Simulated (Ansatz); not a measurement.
Rows from a G0W0 calculation on Cd5HgTe6 (zincblende [001] superlattice) (Ansatz 0.2.0; G0W0 on LDA, plane waves, PAW; PAW set soft_1; 4×4×2 mesh, 1650 empty bands, screening to 150 eV, PAW set soft_1 files), in eV. Spin-orbit coupling is left out.

```tsv
row	Σx	Σc	Vxc	Z
A	-10.60	-3.46	-14.42	0.76
B	-17.81	0.83	-16.70	0.74
C	-10.92	-3.77	-14.98	0.73
D	-18.30	1.21	-16.76	0.73
E	-9.51	-3.92	-13.74	0.75
F	-7.17	-3.78	-11.17	0.75
```

Which rows are filled states and which are empty ones, and how can one tell?

Filled: B and D. Empty: A, C, E and F. The sign of Σc tells: for a filled state bare exchange, which holds its interaction with itself, lies below Vxc (Σx − Vxc is -1.1 eV or lower here) and screening gives part back as a positive Σc. For an empty state Σx lies above Vxc (+3.8 eV or more) and the Coulomb hole leaves Σc negative.

[Paths, hosts, dates, memory and timing lines, banners, echoed tables and standing remarks are left out of the program output.]

[Logs are printed without paths, hosts, clocks, repeated set-up lines and the standing remarks that a program may print on its own settings, such as how far it seeks lower states.]

[Runs of the session that timed out or met a known fault of the program may be left out.]

[Cells called generated may have been cut or substituted from an entry of the Crystallography Open Database or the Materials Project.]

[Hosts, paths, dates, database ids (printed as entryN), source tags and the programs' standing remarks are cut or masked in the printed files.]
